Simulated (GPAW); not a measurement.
# Na2BrCl (R-3m): G0W0 with GPAW, start to end

Wanted: ground state, empty states, screening and self-energy for Na2BrCl (R-3m).

Program: GPAW 26.7.0. Level of theory: LDA and many-body steps on it, plane waves. Values are calculated unless marked as measured.

The raw output is cut from this account; settings, times and results stay.

**1. The starting structure**

It takes space group R-3m (No. 166, trigonal). The conventional cell has a = 4.072 Å, b = 4.072 Å, c = 19.974 Å, α = 90.00°, β = 90.00°, γ = 120.00°. Nearest to Na lie 3 Cl at 2.83 Å and 3 Br at 2.93 Å. Nearest to Br lie 6 Na at 2.93 Å. Nearest to Cl lie 6 Na at 2.83 Å. Farther neighbours, and contacts between anions beyond the nearest, are not listed.

Coordinates:

```cif
data_structure
_symmetry_space_group_name_H-M 'P 1'
_symmetry_Int_Tables_number 1
_cell_length_a 7.0610
_cell_length_b 7.0610
_cell_length_c 7.0610
_cell_angle_alpha 33.518
_cell_angle_beta 33.518
_cell_angle_gamma 33.518
_cell_volume 95.61
loop_
_atom_site_label
_atom_site_type_symbol
_atom_site_fract_x
_atom_site_fract_y
_atom_site_fract_z
_atom_site_occupancy
Na1 Na 0.25419 0.25419 0.25419 1
Na2 Na 0.74581 0.74581 0.74581 1
Br3 Br 0.50000 0.50000 0.50000 1
Cl4 Cl 0.00000 0.00000 0.00000 1
```

The cell and positions are those that the Materials Project relaxed with its own functionals (PBE, PBE+U or r2SCAN), kept fixed.

**2. Ground state**

This step: GPAW 26.7.0; DFT, LDA, plane waves, PAW.

The ground-state density comes first.

File run.py:

```python
import json
import numpy as np
from gpaw.mpi import world
from ase import Atoms
from gpaw import GPAW, PW, FermiDirac

atoms = Atoms(['Na', 'Na', 'Br', 'Cl'],
    cell=[[2.0360244553, 1.1754992673, 6.6581171636],
      [-2.0360244553, 1.1754992673, 6.6581171636],
      [0.0000000000, -2.3509985347, 6.6581171636]],
    scaled_positions=[[0.2541929500, 0.2541929500, 0.2541929500],
      [0.7458070500, 0.7458070500, 0.7458070500],
      [0.5000000000, 0.5000000000, 0.5000000000],
      [0.0000000000, 0.0000000000, 0.0000000000]],
    pbc=(True, True, True))
calc = GPAW(mode=PW(450),
    xc='LDA',
    kpts={'size': (8, 8, 8), 'gamma': True},
    occupations=FermiDirac(0.001),
    nbands=-8,
    convergence={'density': 1e-6, 'bands': -3},
    maxiter=100,
    txt='gs.txt')
atoms.calc = calc
res = {'energy': atoms.get_potential_energy()}
kpts = calc.get_ibz_k_points()
res['kpts'] = kpts
res['eigenvalues'] = [calc.get_eigenvalues(kpt=k) for k in range(len(kpts))]
res['n_electrons'] = calc.get_number_of_electrons()
calc.write('gs.gpw')

if world.rank == 0:
    with open('result.json', 'w') as f:
        json.dump(res, f, default=lambda x: x.tolist())
```

On the command line:

```sh
$ mpirun -n 4 gpaw python run.py
```

It took 20 s on 4 MPI ranks of Intel Xeon Platinum 8488C (Sapphire Rapids), shared host; peak memory 0.87 GiB.

This step gave:

```
total energy               : -14.08 eV
gap                        : 3.952 eV
k of the valence top       : 0, 0, 0
k of the conduction bottom : 0, 0, 0
least direct gap           : 3.952 eV
```

The gap is direct, at Γ.

**3. Empty states on the mesh, 4×4×4 mesh, 227 bands**

The sums over transitions need many empty states on a uniform mesh; this step solves for them.

File run.py:

```python
import json
import numpy as np
from gpaw.mpi import world
from gpaw import GPAW

calc = GPAW('gs.gpw').fixed_density(kpts={'size': (4, 4, 4), 'gamma': True},
    parallel={'domain': 1, 'band': 1},
    txt='nscf.txt')
calc.diagonalize_full_hamiltonian(nbands=227)
calc.write('full.gpw', mode='all')
res = {}
kpts = calc.get_ibz_k_points()
res['kpts'] = kpts
res['eigenvalues'] = [calc.get_eigenvalues(kpt=k) for k in range(len(kpts))]
res['n_electrons'] = calc.get_number_of_electrons()

if world.rank == 0:
    with open('result.json', 'w') as f:
        json.dump(res, f, default=lambda x: x.tolist())
```

On the command line:

```sh
$ mpirun -n 4 gpaw python run.py
```

Run time: 31 s. Hardware: 4 MPI ranks; peak memory 2.2 GiB.

Numbers from this step:

```
gap                                                           : 3.952 eV
k of the valence top                                          : 0, 0, 0
k of the conduction bottom                                    : 0, 0, 0
least direct gap                                              : 3.952 eV
k points computed                                             : 13
lowest point of the top converged band, above the valence top : 93.5528 eV
```

On this mesh the gap is 3.952 eV.

**4. Screening and self-energy, 4×4×4 mesh, 100 bands, screening to 60 eV**

G0W0 replaces the xc potential by the self-energy, built once from these orbitals. Only a window of levels is corrected, while the sums run over the empty bands that the input names.

This step: G0W0 on LDA, plane waves, PAW.

File run.py:

```python
import json
import numpy as np
from gpaw.mpi import world
from gpaw.response.g0w0 import G0W0

gw = G0W0('full.gpw',
    filename='gw',
    kpts=[0],
    bands=(12, 16),
    ecut=60,
    nbands=100,
    integrate_gamma='WS',
    ppa=True)
gw.calculate()
res = {mode: {k: v for k, v in r.items() if k != 'sigma_eskwn'}
       for mode, r in gw.all_results.items()}

if world.rank == 0:
    with open('result.json', 'w') as f:
        json.dump(res, f, default=lambda x: x.tolist())
```

On the command line:

```sh
$ mpirun -n 4 gpaw python run.py
```

Run time: 97 s. Hardware: 4 MPI ranks; peak memory 1.9 GiB; 6.5 min of CPU time.

This step gave:

```yaml
g0w0_gap_on_the_mesh: 6.440 eV
least_direct_g0w0_gap_on_the_computed_points: 6.440 eV
z_at_the_valence_top: 0.8235
z_at_the_conduction_bottom: 0.8605
starting_gap_on_the_mesh: 3.952 eV
k_of_the_valence_top: 0, 0, 0
k_of_the_conduction_bottom: 0, 0, 0
```

The gap on the mesh goes from 3.95 eV to 6.44 eV, a correction of +2.49 eV.

Limits: finite bands, cutoff and mesh; no spin-orbit coupling. v1 is the top filled band, c1 the lowest empty one. Levels before and after the correction, in eV, zero at the valence-band top of each column:

|  | conduction bottom | valence top |
| --- | --- | --- |
| Kohn-Sham | 3.95 | 0.00 |
| G0W0 | 6.44 | 0.00 |

|  | level | energy (eV) |
| --- | --- | --- |
| Kohn-Sham | Γ v2-v1 | 0.000 |
| Kohn-Sham | Γ c1 | 3.952 |
| Kohn-Sham | Γ c2 | 6.075 |
| G0W0 | Γ v2-v1 | 0.000 |
| G0W0 | Γ c1 | 6.440 |
| G0W0 | Γ c2 | 8.538 |

**5. Where the time went**

Times are wall times on 4 MPI ranks of Intel Xeon Platinum 8488C (Sapphire Rapids), shared host, good to a factor of about two.

| step | time | share | memory (GiB) |
| --- | --- | --- | --- |
| ground state | 20 s | 14 % | 0.87 |
| empty states on the mesh | 31 s | 21 % | 2.2 |
| screening and self-energy | 97 s | 65 % | 1.9 |

**6. What came out**

* LDA gap: 3.95 eV, direct
* G0W0 gap on the mesh: 6.44 eV
* GW settings: 4×4×4 mesh, 100 bands, screening to 60 eV, Godby-Needs plasmon pole
* known limits: short of the basis limit; no spin-orbit coupling

In words: G0W0 moves the gap on the mesh from 3.95 eV to 6.44 eV (+2.49 eV), with Z of 0.82 and 0.86 at the edges. The dearest step here is «screening and self-energy». Bands and cutoff are finite, so the gap stands short of the basis limit, usually by up to a few tenths of an eV; the mesh is an error of its own. The many-body steps are scalar-relativistic: spin-orbit coupling is not in them.

[Long decimals in the printed logs are rounded to 6 places.]

[Logs are printed without paths, hosts, clocks, repeated set-up lines and the standing remarks that a program may print on its own settings, such as how far it seeks lower states.]

[Paths, hosts, dates, memory and timing lines, banners, echoed tables and standing remarks are left out of the program output; an Ansatz launch command may be rebuilt from the run's recorded settings. Measured values are a selection of at most five: reports struck by readers or far from the other reports are left out. None is set beside runs whose start may be inverted or whose files or cutoffs have a known fault.]

[Runs of the session that timed out or met a known fault of the program may be left out.]

[Hosts, paths, dates, database ids (printed as entryN), source tags and the programs' standing remarks are cut or masked in the printed files.]

[Where the starting crystal was built by hand or by swapping elements, it need not be the compound's stable phase.]
